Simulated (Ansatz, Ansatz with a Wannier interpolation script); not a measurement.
# Settings in Wannier-interpolated G0W0: AlH3 (R-3c)

Wanted: errors and cost of interpolated bands of AlH3 (R-3c) under coarser or faulty settings.

Program: Ansatz 0.2.0. Level of theory: maximally localised Wannier functions, LDA, plane waves, PAW. Results are calculated unless marked as measured.

**1. The structure**

Symmetry: R-3c, No. 167, trigonal system. Conventional cell: a = 4.449 Å, b = 4.449 Å, c = 11.804 Å, α = 90.00°, β = 90.00°, γ = 120.00°. Nearest to Al lie 6 H at 1.72 Å. Nearest to H lie 2 Al at 1.72 Å. Farther neighbours are not listed.

The cell and positions come from the Crystallography Open Database and are kept as given unless a step says otherwise. The default PAW set here is soft_2. Its files were made with PBE.

**2. Wannier model on 8×8×8**

Localised functions give a small Hamiltonian that interpolates between mesh points at no cost.

The input, input.yaml:

```yaml
crystal:
  lattice:
    - [2.22465, 1.2844022764, 3.9345666667]
    - [-2.22465, 1.2844022764, 3.9345666667]
    - [0.0, -2.5688045527, 3.9345666667]
  atoms:
    - { symbol: Al, position: [0.0, 0.0, 0.0] }
    - { symbol: Al, position: [0.5, 0.5, 0.5] }
    - { symbol: H, position: [0.878, 0.622, 0.25] }
    - { symbol: H, position: [0.25, 0.878, 0.622] }
    - { symbol: H, position: [0.622, 0.25, 0.878] }
    - { symbol: H, position: [0.122, 0.378, 0.75] }
    - { symbol: H, position: [0.75, 0.122, 0.378] }
    - { symbol: H, position: [0.378, 0.75, 0.122] }
kpoints:
  mp_grid: { grid: [4, 4, 4] }
hamiltonian:
  xc: lda
scf:
  occupations: { method: fixed }
  n_extra_bands: 35
output:
  wannier:
    kmesh: [8, 8, 8]
    projections:
      - { species: Al, l: s, shell: 3 }
      - { species: Al, l: p, shell: 3 }
      - { species: H, l: s, shell: 1 }
    minimise: true
    write_hr: true
    seedname: w
    conv_tol: 1.0e-07
    max_iter: 4000
    disentanglement:
      window: [-7.94, 21.75]
      frozen_window: [-7.94, 6.0]
      conv_tol: 1.0e-08
```

Started as:

```sh
> ansatz run input.yaml --threads 3 --pin off --max-ram 92160MiB --backend cuda --events-out ev --progress --plain --runs-dir out --devices 1 --max-vram 13GiB
```

Numbers of over 12 decimals in the logs are rounded to 6 here.

Log:

```text
scf.n_extra_bands = 35 over 6 filled bands (N_el = 12.0): the run solves 41 bands
GPUs: using 1 of 1 available (devices: 1).
Engine: ansatz 0.2.0, x86_64-unknown-linux-gnu
Pseudopotentials: kind: paw
Pseudopotential: Al, paw, valence charge 3, recommended cutoff 420 eV (normal), Al.paw.azcp
Pseudopotential: H, paw, valence charge 1, recommended cutoff 420 eV (normal), H.paw.azcp
Functional definition: SPW92
  exchange = slater_x
  correlation = pw_c
device memory: the entry about to start is reckoned to put 1.6 GiB on a device that reports 36.9 GiB free (of which the cap on the GPU budget leaves the run 13.0 GiB)
GPU FFT provider: cuFFT
GPU libraries: cuBLAS 13.8.2, cuFFT 12.4.0, cuSOLVER 12.3.4
Crystal: 8 atoms, lattice volume = 67.454 Å³
Basis set: ecut = 420 eV, 1309 PW (Γ)
Bands: 41, of which v1, the nominal top of the filled ones, is band 6 counted from 1 (5 counted from 0)
Symmetry: 12 space group operations
Space group: R-3c (ITA 167), of the structure as read, at distance tolerance 4.1e-5 Å
k-points: 13 of 64
Non-local potential: Al, projectors of the file, l = 0: 2, l = 1: 2, l = 2: 1
Non-local potential: H, projectors of the file, l = 0: 2, l = 1: 1
PAW form: soft (Blöchl's): semilocal exchange-correlation on the pseudo side does not see the compensation charge
PAW frozen core: Al, regenerated for the run's functional, and the local potential with it (the file was generated under x = pbe(κ = 0.804, μ = 0.219515), c = pbe(β = 0.066725))
PAW one-centre angular grid: Al, 110 points (default); XC on 64 Gauss nodes
PAW one-centre angular grid: H, 110 points (default); XC on 64 Gauss nodes
Initial density: superposition of atomic densities (neutral atoms: chi_scale 0, normalization atom), corrected by the library's trained network
Initial wavefunctions: pseudopotential atomic-orbital guess
GPU buffer pool allocated for 32768 grid points (all kernels)
GPU transforms: local potential and band sums: pruned to the plane-wave sphere, on 32×32×32
Functional: x = slater, c = lda
SCF iter   1: F=—  HF=-1119.660959 eV  |F-HF|=—  |Δ(HF+E_count)|=         —  Δρ=1.25e-2  dr2=7.02e-2  ethr=1.77e-3  ⟨swp⟩=4.0  Hψ=1982  notcnv=0  defer=355
preconditioner: auto → none  [insulator: Δε(μ)=1.819 eV  Ē_g=22.615 eV  n_scr=14 (ndim 8)  ℏωp=15.7 eV  f_vac=0.000  ε∞_Penn≈1.5]
SCF iter   2: F=—  HF=-1119.636061 eV  |F-HF|=—  |Δ(HF+E_count)|=   2.49e-2  Δρ=4.10e-3  dr2=7.58e-3  ethr=5.85e-4  ⟨swp⟩=1.2  Hψ=640  notcnv=0  defer=370
SCF iter   3: F=—  HF=-1119.633206 eV  |F-HF|=—  |Δ(HF+E_count)|=   2.86e-3  Δρ=1.54e-4  dr2=1.61e-5  ethr=6.32e-5  ⟨swp⟩=3.0  Hψ=266  notcnv=0  defer=415
SCF iter   4: F=—  HF=-1119.633211 eV  |F-HF|=—  |Δ(HF+E_count)|=   5.25e-6  Δρ=2.62e-5  dr2=1.85e-7  ethr=1.35e-7  ⟨swp⟩=2.0  Hψ=243  notcnv=0  defer=367
iter 5 did not close the SCF: its close was put off for the readings that it lacked (scf_convergence_deferred on its scf_iter line)
SCF iter   5: F=-1119.633212 eV  HF=-1119.633212 eV  |F-HF|=7.49e-10  |Δ(HF+E_count)|=   7.03e-8  Δρ=2.02e-6  dr2=1.77e-9  ethr=1.54e-9  ⟨swp⟩=2.0  Hψ=240  notcnv=0  defer=367
SCF iter   6: F=-1119.633212 eV  HF=-1119.633212 eV  |F-HF|=4.55e-13  |Δ(HF+E_count)|=  7.06e-10  Δρ=8.03e-8  dr2=2.44e-12  ethr=1.48e-11  ⟨swp⟩=9.6  Hψ=3943  notcnv=0
SCF 1 converged in 6 iterations: F = -1119.633212 eV  dr2 = 2.44e-12
[...]
device memory: the entry about to start is reckoned to put 2.1 GiB on a device that reports 36.9 GiB free (of which the cap on the GPU budget leaves the run 13.0 GiB)
NSCF: frozen V_eff on 13 k-points
[...]
device memory: the entry about to start is reckoned to put 2.7 GiB on a device that reports 36.9 GiB free (of which the cap on the GPU budget leaves the run 13.0 GiB)
NSCF: frozen V_eff on 68 k-points, pencils in batches of 32, up to order 164
the Wannier pass solved 68 of the 512 points of its mesh, and has the states at the others by symmetry: states obtained by the crystal's operations at points that were solved too leave a residual of 1.67e-13 eV (read by the count's bands and the next), within 8.33e-6 eV
SCF converged after 6 iterations
Free energy (F): -1119.633212 eV
Harris-Foulkes:  -1119.633212 eV  (|F-HF|=4.55e-13)
Internal energy: -1119.633212 eV  (E = F + TS)
E sigma→0 (E₀):  -1119.633212 eV
Fermi energy:    1.034421 eV
--- Per-component energies (eV) ---
  E_band       = -26.370648
  E_kinetic    = 130.287238
  E_local      = -91.371063  (includes V_loc(G=0)·N_el)
  E_nonlocal   = 29.127442
  E_hartree    = 22.799401
  E_xc         = -132.074294
  E_vxc        = -128.402119  (∫ρ·V_xc dr)
  E_paw        = -889.346250  (= ΣΔE_a)
  E_vpaw       = -11.603580  (= ΣTr[D̂ρ^β])
  E_aug_tail   = -0.007369  (compensation charges beyond the density's cutoff)
  E_ewald      = -189.159750
  E_core_change = 0.111433  (= ΣΔE_core)
  E_smearing   = -0.000000  (= −TS)
  E_closure    = -0.000000  (closes the sum)
  Σ components = -1119.633212   (vs F -1119.633212, Δ=0.00e0)
--- Band table (eV; the first three rows and the last of 13) ---
  k-point 0: bands = [... 2 lower, -0.7450, -0.7450, 0.9856, 0.9856, 2.9986, 6.6506, 6.7334, 6.7334, ... 31 higher]
  k-point 1: bands = [... 2 lower, -1.1473, -0.8346, 0.2945, 0.5465, 4.0613, 5.8269, 6.7124, 7.2199, ... 31 higher]
  k-point 2: bands = [... 2 lower, -0.6921, -0.6921, -0.3537, -0.3537, 4.7160, 4.7160, 8.4512, 8.4512, ... 31 higher]
  k-point 12: bands = [... 2 lower, -0.2340, -0.2340, -0.2340, -0.2340, 5.5886, 5.5886, 9.2020, 9.2020, ... 31 higher]
Wannier search: line search 1 of at most 4000: gauge-dependent spread (as the search counts it) 8.9696123 Å², largest recent change 4.4e0 Å² and fall left 1.8e-2 Å² against conv_tol 1.0e-7 Å², 0 stops escaped
WARN: <dir> 56 periodic images of 56 elements of H(R) lie 4.88e-4 to 1.95e-3 Å beyond their element's nearest image, near the 9.77e-4 Å window within which an element is shared among its images; whether they share it moves the interpolated H(k) by 2.3e-3 eV (Frobenius norm, root mean square over the Brillouin zone); at the model's own mesh points H(k) does not change
```

Run time: 18 s. Hardware: 1 × NVIDIA H100 80GB HBM3 (shared by 6 runs) with 3 threads of AMD EPYC 7R13 (Zen 3), shared host; peak memory 1.1 GiB; 17 s of CPU time.

Numbers from this step:

* gauge-invariant spread: 25.69 Å²
* diagonal spread: 0.04329 Å²
* off-diagonal spread: 5.802 Å²
* total spread: 31.53 Å²
* least projectability: 0.4213
* localisation steps: 59
* disentanglement steps: 546
* r.m.s. interpolation error: 0.002573 eV
* r.m.s. error near the gap: 0.003260 eV

Near the gap the model misses directly solved bands by 3.3 meV r.m.s. and by 16 meV at most in the window tested. This tests the starting bands, not the corrections carried with them.

**3. Wannier model on 4×4×4**

input.yaml, as its differences from that of step 2:

```diff
@@ -23,3 +23,3 @@
   wannier:
-    kmesh: [8, 8, 8]
+    kmesh: [4, 4, 4]
     projections:
```

Log:

```text
[...]
GPUs: using 1 of 1 available (devices: 1).
[...]
GPU FFT provider: cuFFT
GPU libraries: cuBLAS 13.8.2, cuFFT 12.4.0, cuSOLVER 12.3.4
Crystal: 8 atoms, lattice volume = 67.454 Å³
Basis set: ecut = 420 eV, 1309 PW (Γ)
Bands: 41, of which v1, the nominal top of the filled ones, is band 6 counted from 1 (5 counted from 0)
Symmetry: 12 space group operations
[...]
k-points: 13 of 64
[...]
GPU buffer pool allocated for 32768 grid points (all kernels)
[...]
SCF iter   1: F=—  HF=-1119.660959 eV  |F-HF|=—  |Δ(HF+E_count)|=         —  Δρ=1.25e-2  dr2=7.02e-2  ethr=1.77e-3  ⟨swp⟩=4.0  Hψ=1982  notcnv=0  defer=355
[...]
SCF iter   6: F=-1119.633212 eV  HF=-1119.633212 eV  |F-HF|=4.55e-13  |Δ(HF+E_count)|=  7.06e-10  Δρ=8.03e-8  dr2=2.44e-12  ethr=1.48e-11  ⟨swp⟩=9.6  Hψ=3943  notcnv=0
SCF 1 converged in 6 iterations: F = -1119.633212 eV  dr2 = 2.44e-12
[...]
NSCF: frozen V_eff on 13 k-points
[...]
SCF converged after 6 iterations
Free energy (F): -1119.633212 eV
[...]
Internal energy: -1119.633212 eV  (E = F + TS)
E sigma→0 (E₀):  -1119.633212 eV
Fermi energy:    1.034421 eV
[...]
--- Band table (eV; the first three rows and the last of 13) ---
  k-point 0: bands = [... 2 lower, -0.7450, -0.7450, 0.9856, 0.9856, 2.9986, 6.6506, 6.7334, 6.7334, ... 31 higher]
  k-point 1: bands = [... 2 lower, -1.1473, -0.8346, 0.2945, 0.5465, 4.0613, 5.8269, 6.7124, 7.2199, ... 31 higher]
  k-point 2: bands = [... 2 lower, -0.6921, -0.6921, -0.3537, -0.3537, 4.7160, 4.7160, 8.4512, 8.4512, ... 31 higher]
  k-point 12: bands = [... 2 lower, -0.2340, -0.2340, -0.2340, -0.2340, 5.5886, 5.5886, 9.2020, 9.2020, ... 31 higher]
[...]
WARN: <dir> by an estimate from the overlaps, the levels of the selected subspace lie 0.022 eV from the frozen bands on average, midway between mesh points. Up to 0.02 eV counts as a good interpolation. More projections, another frozen window or a finer output.wannier.kmesh can bring them closer
```

Wall time 16 s (1 × NVIDIA H100 80GB HBM3 (shared by 6 runs) with 3 threads); peak memory 0.93 GiB.

This step gave:

| Item | Value |
| --- | --- |
| gauge-invariant spread | 20.80 Å² |
| diagonal spread | 0.02451 Å² |
| off-diagonal spread | 5.050 Å² |
| total spread | 25.87 Å² |
| least projectability | 0.5773 |
| localisation steps | 57 |
| disentanglement steps | 216 |
| r.m.s. interpolation error | 0.01951 eV |
| r.m.s. error near the gap | 0.02324 eV |

Near the gap the model misses directly solved bands by 23.2 meV r.m.s. and by 75 meV at most in the window tested. This tests the starting bands, not the corrections carried with them.

Frozen up to 4.95 eV; above it the model need not follow the bands. The electronic bands at the labelled points (eV, zero at the valence-band top; v1 is the highest filled band, c1 the lowest empty one):

```tsv
point	v4	v3	v2	v1	c1	c2	c3	c4
Γ	-1.80	-1.80	-0.07	-0.07	1.95	5.68	5.68	6.86
halfway	-1.71	-1.71	-0.52	-0.52	3.51	5.89	6.33	6.33
T	-1.28	-1.28	-1.28	-1.28	4.54	4.54	8.80	8.80
halfway	-2.90	-2.90	-0.65	-0.65	5.57	5.57	7.82	7.82
H2	-4.04	-4.04	-0.72	-0.72	5.96	5.96	8.60	8.60
jump to H0	-4.04	-4.04	-0.72	-0.72	5.96	5.96	8.60	8.60
halfway	-2.89	-2.89	-1.11	-1.11	5.17	5.17	8.00	8.00
L	-1.74	-1.74	-1.40	-1.40	3.67	3.67	8.30	8.30
halfway	-2.20	-1.89	-0.76	-0.50	3.01	4.78	6.22	6.90
Γ	-1.80	-1.80	-0.07	-0.07	1.95	5.68	5.68	6.86
halfway	-2.91	-1.62	-1.21	-0.70	3.48	5.11	6.60	7.45
S0	-4.34	-2.86	-2.18	-0.09	6.12	6.64	7.71	8.68
jump to S2	-4.34	-2.86	-2.18	-0.09	6.12	6.64	7.71	8.68
halfway	-4.44	-3.14	-2.69	0.02	6.09	7.18	7.85	9.35
F	-3.75	-3.24	-3.11	-0.07	5.85	7.62	7.66	9.72
halfway	-2.69	-2.58	-1.96	-0.02	4.13	6.38	6.77	7.04
Γ	-1.80	-1.80	-0.07	-0.07	1.95	5.68	5.68	6.86
```

The same for Kohn-Sham, solved directly:

```tsv
point	v4	v3	v2	v1	c1	c2	c3	c4
Γ	-1.80	-1.80	-0.07	-0.07	1.95	5.60	5.68	5.68
T	-1.28	-1.28	-1.28	-1.28	4.54	4.54	8.15	8.15
H2	-4.04	-4.04	-0.72	-0.72	5.64	5.64	8.11	8.11
H0	-4.04	-4.04	-0.72	-0.72	5.64	5.64	8.11	8.11
L	-1.74	-1.74	-1.40	-1.40	3.67	3.67	7.40	7.40
Γ	-1.80	-1.80	-0.07	-0.07	1.95	5.60	5.68	5.68
S0	-4.28	-2.85	-2.17	-0.11	5.88	6.09	6.51	8.41
S2	-4.28	-2.85	-2.17	-0.11	5.88	6.09	6.51	8.41
F	-3.75	-3.24	-3.11	-0.07	5.29	7.31	7.55	7.65
Γ	-1.80	-1.80	-0.07	-0.07	1.95	5.60	5.68	5.68
```

**4. A faulty Wannier input**

input.yaml, as its differences from that of step 3:

```diff
@@ -34,4 +34,4 @@
     disentanglement:
-      window: [-7.94, 21.75]
-      frozen_window: [-7.94, 6.0]
+      window: [-7.94, 3.0]
+      frozen_window: [-7.94, 2.8]
       conv_tol: 1.0e-08
```

Log:

```text
scf.n_extra_bands = 35 over 6 filled bands (N_el = 12.0): the run solves 41 bands
GPUs: using 1 of 1 available (devices: 1).
Engine: ansatz 0.2.0, x86_64-unknown-linux-gnu
Pseudopotentials: kind: paw
Pseudopotential: Al, paw, valence charge 3, recommended cutoff 420 eV (normal), Al.paw.azcp
Pseudopotential: H, paw, valence charge 1, recommended cutoff 420 eV (normal), H.paw.azcp
Functional definition: SPW92
  exchange = slater_x
  correlation = pw_c
device memory: the entry about to start is reckoned to put 1.6 GiB on a device that reports 47.2 GiB free (of which the cap on the GPU budget leaves the run 13.0 GiB)
GPU FFT provider: cuFFT
GPU libraries: cuBLAS 13.8.2, cuFFT 12.4.0, cuSOLVER 12.3.4
Crystal: 8 atoms, lattice volume = 67.454 Å³
Basis set: ecut = 420 eV, 1309 PW (Γ)
Bands: 41, of which v1, the nominal top of the filled ones, is band 6 counted from 1 (5 counted from 0)
Symmetry: 12 space group operations
Space group: R-3c (ITA 167), of the structure as read, at distance tolerance 4.1e-5 Å
k-points: 13 of 64
Non-local potential: Al, projectors of the file, l = 0: 2, l = 1: 2, l = 2: 1
Non-local potential: H, projectors of the file, l = 0: 2, l = 1: 1
PAW form: soft (Blöchl's): semilocal exchange-correlation on the pseudo side does not see the compensation charge
PAW frozen core: Al, regenerated for the run's functional, and the local potential with it (the file was generated under x = pbe(κ = 0.804, μ = 0.219515), c = pbe(β = 0.066725))
PAW one-centre angular grid: Al, 110 points (default); XC on 64 Gauss nodes
PAW one-centre angular grid: H, 110 points (default); XC on 64 Gauss nodes
[...]
NSCF: frozen V_eff on 13 k-points
[...]
device memory: the entry about to start is reckoned to put 1.4 GiB on a device that reports 47.1 GiB free (of which the cap on the GPU budget leaves the run 13.0 GiB)
NSCF: frozen V_eff on 16 k-points
the Wannier pass solved 16 of the 64 points of its mesh, and has the states at the others by symmetry: states obtained by the crystal's operations at points that were solved too leave a residual of 2.08e-13 eV (read by the count's bands and the next), within 8.33e-6 eV
SCF converged after 6 iterations
Free energy (F): -1119.633212 eV
Harris-Foulkes:  -1119.633212 eV  (|F-HF|=4.55e-13)
Internal energy: -1119.633212 eV  (E = F + TS)
E sigma→0 (E₀):  -1119.633212 eV
Fermi energy:    1.034421 eV
--- Per-component energies (eV) ---
  E_band       = -26.370648
  E_kinetic    = 130.287238
  E_local      = -91.371063  (includes V_loc(G=0)·N_el)
  E_nonlocal   = 29.127442
  E_hartree    = 22.799401
  E_xc         = -132.074294
  E_vxc        = -128.402119  (∫ρ·V_xc dr)
  E_paw        = -889.346250  (= ΣΔE_a)
  E_vpaw       = -11.603580  (= ΣTr[D̂ρ^β])
  E_aug_tail   = -0.007369  (compensation charges beyond the density's cutoff)
  E_ewald      = -189.159750
  E_core_change = 0.111433  (= ΣΔE_core)
  E_smearing   = -0.000000  (= −TS)
  E_closure    = -0.000000  (closes the sum)
  Σ components = -1119.633212   (vs F -1119.633212, Δ=0.00e0)
--- Band table (eV; the first three rows and the last of 13) ---
  k-point 0: bands = [... 2 lower, -0.7450, -0.7450, 0.9856, 0.9856, 2.9986, 6.6506, 6.7334, 6.7334, ... 31 higher]
  k-point 1: bands = [... 2 lower, -1.1473, -0.8346, 0.2945, 0.5465, 4.0613, 5.8269, 6.7124, 7.2199, ... 31 higher]
  k-point 2: bands = [... 2 lower, -0.6921, -0.6921, -0.3537, -0.3537, 4.7160, 4.7160, 8.4512, 8.4512, ... 31 higher]
  k-point 12: bands = [... 2 lower, -0.2340, -0.2340, -0.2340, -0.2340, 5.5886, 5.5886, 9.2020, 9.2020, ... 31 higher]
```

Elapsed: 8.4 s, on 1 × NVIDIA H100 80GB HBM3 (shared by 6 runs) with 3 threads; peak memory 0.88 GiB.

The self-consistent loop converged; the step after it was not made. The program's words: output.wannier: at mesh point 0 (counted from 0) output.wannier.disentanglement.window holds 7 states for 14 functions, beside 0 of inner shells that are left out. Raise the window's top, and output.wannier.disentanglement.top_band where it is typed. No Wannier file is written

The fault put into this input: an outer window with too few states.

**5. G0W0: 4×4×4 mesh, 281 empty bands, screening to 150 eV**

Now the one-shot GW correction: screening in the RPA, then the self-energy of the levels asked for.

This step: G0W0 on LDA, plane waves, PAW.

input.yaml, the sections that differ from step 4:

```yaml
scf:
  occupations: { method: fixed }
gw:
  n_empty_bands: 281
  ecut_chi: 150.0
  qp_bands: [v6, c2]
  screening: { model: contour_deformation }
# crystal, kpoints, hamiltonian: as in step 4
# output: removed
```

Log:

```text
GPUs: using 1 of 1 available (devices: 1).
[...]
GPU FFT provider: cuFFT
GPU libraries: cuBLAS 13.8.2, cuFFT 12.4.0, cuSOLVER 12.3.4
Crystal: 8 atoms, lattice volume = 67.454 Å³
Basis set: ecut = 420 eV, 1309 PW (Γ)
Bands: 14, of which v1, the nominal top of the filled ones, is band 6 counted from 1 (5 counted from 0)
Symmetry: 12 space group operations
[...]
k-points: 13 of 64
[...]
0     8      6.6506    -3.6460    -4.2186    -8.5273  0.8064     7.3185     7.3133  root
[...]
12     5     -0.2340   -15.8491     2.4863   -12.0651  0.7576    -1.5590    -1.5317  root
    12     6     -0.2340   -15.8491     2.4863   -12.0651  0.7576    -1.5590    -1.5317  root
    12     7      5.5886    -6.0527    -4.1346   -11.0462  0.7986     6.4558     6.4474  root
    12     8      5.5886    -6.0527    -4.1346   -11.0462  0.7986     6.4558     6.4474  root
[key lines of the parts left out:]
SCF converged after 6 iterations
Free energy (F): -1119.633212 eV
Fermi energy:    1.034421 eV
```

Wall time 19 s (1 × NVIDIA H100 80GB HBM3 (shared by 6 runs) with 3 threads); peak memory 1.1 GiB.

The G0W0 gap on the mesh is 4.213 eV.

(Continued in part 2 of 2.)

[Paths, hosts, dates, memory and timing lines, banners, echoed tables and standing remarks are left out of the program output.]

[Logs are printed without paths, hosts, clocks, repeated set-up lines and the standing remarks that a program may print on its own settings, such as how far it seeks lower states.]

[Runs of the session that timed out or met a known fault of the program may be left out.]

[Hosts, paths, dates, database ids (printed as entryN), source tags and the programs' standing remarks are cut or masked in the printed files.]
